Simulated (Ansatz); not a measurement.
# YbRh (Pm-3m): from the cell to its phonons, part 2 of 3

Task: relax YbRh (Pm-3m), then find its harmonic phonons.

Ansatz 0.2.0; DFT PBEsol, scalar-relativistic, plane waves, PAW.

So far: The starting structure; Bringing the structure to rest. The relaxed cell has a = 3.327 Å (conventional setting).

## (3) Relaxing to small forces for the phonons

Phonons need a cell at rest on their own settings, so the relaxation is repeated with tight tolerances on forces and stress, using the mesh and the filling of the phonon run that follows.

input.yaml reads:

```yaml
crystal:
  lattice:
    - [3.3274720432, 0.0, 0.0]
    - [0.0, 3.3274720432, 0.0]
    - [0.0, 0.0, 3.3274720432]
  atoms:
    - { symbol: Yb, position: [0.5, 0.5, 0.5] }
    - { symbol: Rh, position: [0.0, 0.0, 0.0] }
kpoints:
  mp_grid: { grid: [12, 12, 12] }
hamiltonian:
  xc: pbesol
scf:
  occupations: { method: methfessel_paxton, width: 0.2 }
output:
  forces: true
  stress: true
  eigenvalues: true
  write_density: true
  write_potential: true
  elf: true
  volumetric_format: npy
relax:
  adjacent_minimum: "off"
  f_tol: 0.001
  max_steps: 60
  cell: { stress_tol: 0.01 }
```

Command:

```bash
ansatz run input.yaml --threads 4 --pin off --max-ram 14336MiB --backend cpu --events-out ev --progress --plain --runs-dir out
```

Numbers of over 12 decimals in the logs are rounded to 6 here.

The log of the run:

```text
[...]
Crystal: 2 atoms, lattice volume = 36.842 Å³
Basis set: ecut = 420 eV, 739 PW (Γ), exchange–correlation on 48×48×48 points (8 copies of the dense FFT grid, shifted against one another)
Bands: 25, of which v1, the nominal top of the filled ones, is band 21 counted from 1 (20 counted from 0)
Symmetry: 48 space group operations
[...]
k-points: 84 of 1728
[...]
k-point 83: bands = [... 17 lower, 18.2529, 18.2689, 18.2689, 18.3980, 18.3980, 18.3980, 24.9969, 28.3052]
--- Relaxed structure (3 steps of the walk, 2 accepted, 1 SCFs on fresh bases) ---
[...]
cell:  # Å, volume = 36.6935 Å³
    - [3.322996, 0, 0.0]
    - [0.0, 3.322996, 0.0]
    - [0, 0.0, 3.322996]
  atoms:
    - { symbol: Yb, position: [0.5, 0.5, 0.5] }
    - { symbol: Rh, position: [0, 0, 0.0] }
[key lines of the parts left out:]
SCF converged after 6 iterations
Free energy (F): -20016.294962 eV
Fermi energy:    18.486710 eV
P = ⅓ Tr σ = -0.0039 GPa (-0.039 kbar)
```

Run time: 6.8 s. Hardware: 4 threads of Arm Neoverse V1, shared host; peak memory 0.4 GiB.

Relaxation path:

```csv
step,energy less that of the first step (eV),largest force component (eV/Å),pressure (GPa),volume (Å³)
1,0.0000,0.0000,-0.45,36.84
2,0.0001,0.0000,0.62,36.49
3,-0.0003,0.0000,0.00,36.69
4*,-0.0002,0.0000,0.00,36.69
```

Relaxation steps marked * repeat the geometry before them on a plane-wave basis chosen anew for their cell, so energy and pressure can jump there. Relaxation step 2 was tried and not accepted.

The run keeps the 48 symmetry operations that it works with, so distortions that break them were not tested.

```csv
"conventional cell, symmetrised",before,after,change
a (Å),3.327,3.323,-0.1 %
b (Å),3.327,3.323,-0.1 %
c (Å),3.327,3.323,-0.1 %
volume (Å³/atom),18.42,18.35,-0.4 %
```

Final coordinates:

```cif
data_structure
_symmetry_space_group_name_H-M 'P 1'
_symmetry_Int_Tables_number 1
_cell_length_a 3.3230
_cell_length_b 3.3230
_cell_length_c 3.3230
_cell_angle_alpha 90.000
_cell_angle_beta 90.000
_cell_angle_gamma 90.000
_cell_volume 36.69
loop_
_atom_site_label
_atom_site_type_symbol
_atom_site_fract_x
_atom_site_fract_y
_atom_site_fract_z
_atom_site_occupancy
Yb1 Yb 0.50000 0.50000 0.50000 1
Rh2 Rh 0.00000 0.00000 0.00000 1
```

This step gave:

| Item | Value |
| --- | --- |
| pressure | -0.003925 GPa |
| volume per atom | 18.35 Å³ |

Electrostatic potential energy in the ac plane at fractional y = 0.500, with atoms of Yb within 0.2 Å of it. With pseudopotentials it is smooth inside the atoms' cores, unlike the true potential.

Ten even steps from '0' (-49 eV) to '9' (21 eV):
```
99999999999999999
99999999999999999
99999988888899999
99999876666789999
99998754444578999
99987542222457899
99986421001246899
99986420000246899
99986420000246899
99986421001246899
99987542222457899
99998754444578999
99999876666789999
99999988888899999
99999999999999999
99999999999999999
99999999999999999
```
Columns run along a (3.3 Å; values clipped at the 3rd and 97th percentile), rows up along c (3.3 Å). Atoms in or near the plane, at fractional coordinates: Yb at (0.50, 0.50).

ELF in the ac plane at fractional y = 0.500, with atoms of Yb within 0.2 Å of it. It is the smooth field of the valence electrons, not physical close to the nuclei.

Ten even steps from '0' (0.08) to '9' (0.81):
```
33332100000012333
33321000000001233
33210001111000123
32100134554310012
21001368888631001
10003689999863000
00014899999984100
00015899889985100
00015899889985100
00014899999984100
10003689999863000
21001368888631001
32100134554310012
33210001111000123
33321000000001233
33332100000012333
33333210000123333
```
Columns run along a (3.3 Å), rows up along c (3.3 Å). Atoms in or near the plane, at fractional coordinates: Yb at (0.50, 0.50).

Valence density in the ac plane at fractional y = 0.500, with atoms of Yb within 0.2 Å of it. It is the smooth field of the valence electrons, not physical close to the nuclei.

Ten steps, logarithmic in the rise over the least value, from '0' (0 e/Å³) to '9' (35 e/Å³):
```
00000000000000000
00000000000000000
00000001111000000
00000112222110000
00001234554321000
00001356776531000
00012468998642100
00012579999752100
00012579999752100
00012468998642100
00001356776531000
00001234554321000
00000112222110000
00000001111000000
00000000000000000
00000000000000000
00000000000000000
```
Columns run along a (3.3 Å), rows up along c (3.3 Å). Atoms in or near the plane, at fractional coordinates: Yb at (0.50, 0.50).

The forces vanish by symmetry and the pressure is -0.004 GPa, within the tolerances set. The cell now holds 18.35 Å³/atom.

## (4) Zone-centre response

The zone centre comes first: it holds the modes that light can see, as far as symmetry allows. No field response is asked, since the mesh shows no gap.

input.yaml, the sections that differ from step 3:

```yaml
crystal:
  lattice:
    - [3.3229959178, 0.0, 0.0]
    - [0.0, 3.3229959178, 0.0]
    - [0.0, 0.0, 3.3229959178]
  atoms:
    - { symbol: Yb, position: [0.5, 0.5, 0.5] }
    - { symbol: Rh, position: [0.0, 0.0, 0.0] }
output:
  eigenvalues: true
phonons:
  method: dfpt
# kpoints, hamiltonian, scf: as in step 3
# relax: removed
```

The log of the run:

```text
[...]
Crystal: 2 atoms, lattice volume = 36.694 Å³
Basis set: ecut = 420 eV, 739 PW (Γ), exchange–correlation on 48×48×48 points (8 copies of the dense FFT grid, shifted against one another)
Bands: 25, of which v1, the nominal top of the filled ones, is band 21 counted from 1 (20 counted from 0)
Symmetry: 48 space group operations
k-points: 196 of 1728 (irreducible under 8 space group operations, time reversal used)
[...]
SCF iter   1: F=—  HF=-20017.344427 eV  |F-HF|=—  |Δ(HF+E_count)|=         —  Δρ=1.79e-1  dr2=9.52e0  ethr=3.10e-3  ⟨swp⟩=5.3  Hψ=22957  notcnv=0
[...]
SCF iter  13: F=-20016.294962 eV  HF=-20016.294962 eV  |F-HF|=0.00e0  |Δ(HF+E_count)|=    0.00e0  S|Δr|=    0.00e0  Δρ=7.48e-8  dr2=1.09e-12  ethr=1.00e-12  ⟨swp⟩=7.0  Hψ=30851  notcnv=0
SCF 1 converged in 13 iterations: F = -20016.294962 eV  dr2 = 1.09e-12
[...]
DFPT response loops at Γ: preconditioner auto → Kerker (q_TF=auto, 2.779 Å⁻¹) (partly filled bands, converged f_vac=0.000); β = 1.00, the filter's whole step (`scf.mixing.beta` (0.50) is not read by the response loops under this deck's `scf.mixing.preconditioner`; to damp them name `kerker` or `kerker_dos`, under which they read `scf.mixing.beta`, and type it under 1.00, their step now; both keys bind the ground state too); Broyden in place of MSR1
SCF converged after 13 iterations
[...]
Free energy (F): -20016.294962 eV
[...]
Internal energy: -20016.361957 eV  (E = F + TS)
E sigma→0 (E₀):  -20016.311710 eV
Entropy (-TS):   0.066995 eV (33.498 meV/atom)
Fermi energy:    18.486710 eV
[...]
--- Band table (eV; the first three rows and the last of 196) ---
  k-point 0: bands = [... 17 lower, 18.1937, 18.2085, 18.2085, 18.2085, 22.1604, 22.1604, 26.9169, 26.9169]
  k-point 1: bands = [... 17 lower, 18.1992, 18.2199, 18.2259, 18.2259, 22.0416, 22.1840, 25.9417, 25.9417]
  k-point 2: bands = [... 17 lower, 18.1900, 18.2770, 18.2770, 18.2920, 21.7128, 22.1503, 24.7783, 24.7783]
  k-point 195: bands = [... 17 lower, 18.2529, 18.2689, 18.2689, 18.3980, 18.3980, 18.3980, 24.9969, 28.3052]
--- Phonons (Γ-DFPT): 2 representative perturbations + reference, on 196 of 1728 k-points (Σ response iterations 6) ---
  k mesh reduced under 8 symmetry operations, with k and −k counted as one. Each operation leaves every solved perturbation unchanged. A smaller set is not used because it would not reduce the number of displacements times k-points to solve
  ASR residual: 4.963e-5 → 0.000e0 eV/Å²; symmetrization residual: 2.385e-5 eV/Å²
  ASR residual per site (eV/Å²): 4.96e-5 2.67e-5
  Γ frequencies (cm⁻¹): 0.00 0.00 0.00 138.65 138.65 138.65
  non-analytic LO–TO correction: not included (Born effective charges unavailable; polar crystals: no LO–TO splitting at Γ)
```

Run time: 15 s. Hardware: 4 threads; peak memory 0.81 GiB.

Reading the cycles: dr2 is the Hartree energy of the density residual (eV), the measure of convergence; HF is the Harris–Foulkes estimate of the energy, which meets the free energy F at convergence.

Numbers from this step:

- sum-rule residual before enforcement: 4.96e-5 eV/Å²
- point group: m-3m
- highest optical mode at the zone centre (no LO-TO term): 138.7 cm⁻¹
- lowest optical zone-centre mode: 138.7 cm⁻¹

Patterns of degenerate modes are one choice out of their space. Modes at Γ, with each element's share of the kinetic energy:

```csv
mode,frequency (cm⁻¹),symmetry,Yb %,Rh %
1,0.0,acoustic,63,37
2,0.0,acoustic,63,37
3,0.0,acoustic,63,37
4,138.7,T1u,37,63
5,138.7,T1u,37,63
6,138.7,T1u,37,63
```

Displacements in mode 5 (138.7 cm⁻¹), the largest set to 1:
```
Yb1  0.00 -0.18 -0.59
Rh2  0.00  0.30  1.00
```

Before it was imposed, the acoustic sum rule was missed by 5.0e-5 eV/Å². Small misses are needed for a sound result but don't prove that mesh and cutoff are converged. The lowest optical mode is real, 139 cm⁻¹.

## (5) Response at finite wavevector

Stability and thermal properties need the whole zone. Linear response on a 4×4×4 q mesh gives force constants as far as a supercell of that size would.

Edit input.yaml of step 4 so:

```diff
@@ -18 +18,8 @@
   method: dfpt
+  qmesh: [4, 4, 4]
+  temperatures: { t_max: 1000, t_step: 50 }
+  qpath:
+    path:
+      - [[0.0, 0.0, 0.0], [0.0, 0.5, 0.0], [0.5, 0.5, 0.0], [0.0, 0.0, 0.0], [0.5, 0.5, 0.5], [0.0, 0.5, 0.0]]
+      - [[0.5, 0.5, 0.5], [0.5, 0.5, 0.0]]
+    npoints: 10
```

The log of the run:

```text
[...]
Crystal: 2 atoms, lattice volume = 36.694 Å³
Basis set: ecut = 420 eV, 739 PW (Γ), exchange–correlation on 48×48×48 points (8 copies of the dense FFT grid, shifted against one another)
Bands: 25, of which v1, the nominal top of the filled ones, is band 21 counted from 1 (20 counted from 0)
Symmetry: 48 space group operations
k-points: 84 of 1728
[...]
SCF iter   1: F=—  HF=-20017.344750 eV  |F-HF|=—  |Δ(HF+E_count)|=         —  Δρ=1.79e-1  dr2=9.52e0  ethr=3.10e-3  ⟨swp⟩=5.2  Hψ=9806  notcnv=0
[...]
SCF iter  13: F=-20016.294962 eV  HF=-20016.294962 eV  |F-HF|=3.64e-12  |Δ(HF+E_count)|=  3.64e-12  S|Δr|=    0.00e0  Δρ=7.71e-8  dr2=1.11e-12  ethr=1.00e-12  ⟨swp⟩=7.0  Hψ=13190  notcnv=0
SCF 1 converged in 13 iterations: F = -20016.294962 eV  dr2 = 1.11e-12
[...]
phonons: the bands overlap, so this run is a metal and interpolates without the dipole-dipole term. If the crystal is really an insulator or semiconductor, its LO-TO splitting is missing
NSCF: frozen V_eff on 84 k-points
[...]
DFPT response loops at q = (0, 0, 0) (fractional): preconditioner auto → Kerker (q_TF=auto, 2.779 Å⁻¹) (partly filled bands, converged f_vac=0.000); β = 1.00, the filter's whole step (`scf.mixing.beta` (0.50) is not read by the response loops under this deck's `scf.mixing.preconditioner`; to damp them name `kerker` or `kerker_dos`, under which they read `scf.mixing.beta`, and type it under 1.00, their step now; both keys bind the ground state too); Broyden in place of MSR1
[...]
SCF converged after 13 iterations
[...]
Free energy (F): -20016.294962 eV
[...]
Internal energy: -20016.361957 eV  (E = F + TS)
E sigma→0 (E₀):  -20016.311710 eV
Entropy (-TS):   0.066995 eV (33.498 meV/atom)
Fermi energy:    18.486710 eV
[...]
--- Band table (eV; the first three rows and the last of 84) ---
  k-point 0: bands = [... 17 lower, 18.1937, 18.2085, 18.2085, 18.2085, 22.1604, 22.1604, 26.9169, 26.9169]
  k-point 1: bands = [... 17 lower, 18.1992, 18.2199, 18.2259, 18.2259, 22.0416, 22.1840, 25.9417, 25.9417]
  k-point 2: bands = [... 17 lower, 18.1900, 18.2770, 18.2770, 18.2920, 21.7128, 22.1503, 24.7783, 24.7783]
  k-point 83: bands = [... 17 lower, 18.2529, 18.2689, 18.2689, 18.3980, 18.3980, 18.3980, 24.9969, 28.3052]
--- Phonons (Γ-DFPT): 2 representative perturbations + reference (Σ response iterations 6) ---
  ASR residual: 2.859e-5 → 0.000e0 eV/Å²; symmetrization residual: 2.152e-5 eV/Å²
  ASR residual per site (eV/Å²): 2.33e-5 2.86e-5
  Γ frequencies (cm⁻¹): 0.00 0.00 0.00 138.65 138.65 138.65
--- Phonons (arbitrary-q DFPT): 10 irreducible q on the 4×4×4 mesh ---
  q = [0.0000, 0.0000, 0.0000] (star 1, of the zone-centre solve; hermiticity 9.44e-6, symmetrization 1.30e-11): -0.00 0.00 0.00 138.65 138.65 138.65
  q = [0.0000, 0.0000, 0.2500] (star 6, 4 solved perturbations in 1848 linear systems a pass and spin channel, the states on 588 of 1728 k-point pairs; hermiticity 5.27e-6, symmetrization 1.91e-12): 44.76 44.76 81.98 130.35 130.35 143.43
[...]
q = [0.0000, 0.2500, -0.5000] (star 12, 6 solved perturbations on 588 of 1728 k-point pairs; hermiticity 2.43e-6, symmetrization 9.12e-8): 72.25 76.12 95.08 120.50 134.49 147.10
[...]
sum rule: each row above includes the acoustic sum rule's correction from the zone centre's row sums; it moved no ω² by more than (0.27 cm⁻¹)²
  mesh force constants: q→R imaginary residual 2.18e-18; ASR residual 2.859e-5 → 0.000e0 eV/Å²; symmetrization residual 7.994e-15 eV/Å²
  interpolated dispersion: 62 rows × 6 modes
  density of states and harmonic sums: on the 20×20×20 q-mesh, interpolated from the force constants of a 4×4×4 supercell (no non-analytic term)
  largest difference from the sums on the solved wave vectors: F 1.43e-2 eV, S 1.83e-5 and C_V 4.01e-6 eV/K
  zero-point energy: 0.039479 eV/cell   skipped modes (ω ≤ 0): 3   left out of the sums: 6.25e-5 of the cell's modes: C_V's classical limit lies that fraction below 3 k_B per atom; for a crystal, a wire or a layer, F and S can be off by more, and a phonons.interpolated_qmesh denser along its periods is the remedy for the sampling
```

Run time: 7.7 min. Hardware: 4 threads; peak memory 2.5 GiB.

This step gave:

| Item | Value |
| --- | --- |
| sum-rule residual before enforcement | 2.86e-5 eV/Å² |
| lowest frequency on the path | 0 cm⁻¹ |
| highest frequency on the path or at a solved wavevector | 149 cm⁻¹ |
| mean frequency | 106.1 cm⁻¹ |
| Debye temperature (second moment) | 205 K |
| logarithmic mean frequency | 100.7 cm⁻¹ |
| lowest mode on the q mesh (acoustic modes at Γ apart) | 44.76 cm⁻¹ |
| zero-point energy per atom | 19.74 meV |
| heat capacity at 300 K | 24.37 J/(mol atoms K) |
| vibrational entropy at 300 K | 43.38 J/(mol atoms K) |

Frequencies (cm⁻¹) solved at each irreducible wavevector; negative means imaginary. Frequencies by wavevector, by row:

```csv
q in reciprocal lattice units,star,mode 1,mode 2,mode 3,mode 4,mode 5,mode 6
0 0 0,1,0,0,0,138.7,138.7,138.7
0 0 0.25,6,44.8,44.8,82,130.3,130.3,143.4
0 0 -0.5,3,74.5,74.5,115.3,115.3,119.5,144.9
0 0.25 0.25,12,53.8,58.1,111.7,118.8,125.5,142.9
0 0.25 -0.5,12,72.2,76.1,95.1,120.5,134.5,147.1
0 -0.5 -0.5,3,71,75.2,75.2,129.5,149,149
0.25 0.25 0.25,8,72.6,72.6,101.1,125.3,133.6,133.6
0.25 0.25 -0.5,12,73.8,94.8,102.3,112.4,133.2,146
0.25 -0.5 -0.5,6,89,89,101.5,120.2,141.9,141.9
-0.5 -0.5 -0.5,1,114.2,114.2,114.2,125.2,125.2,125.2
```

(Part 2 of 3 ends here.)

[Logs are printed without paths, hosts, clocks, repeated set-up lines and the standing remarks that a program may print on its own settings, such as how far it seeks lower states.]

[Hosts, paths, dates, database ids (printed as entryN), source tags and the programs' standing remarks are cut or masked in the printed files.]
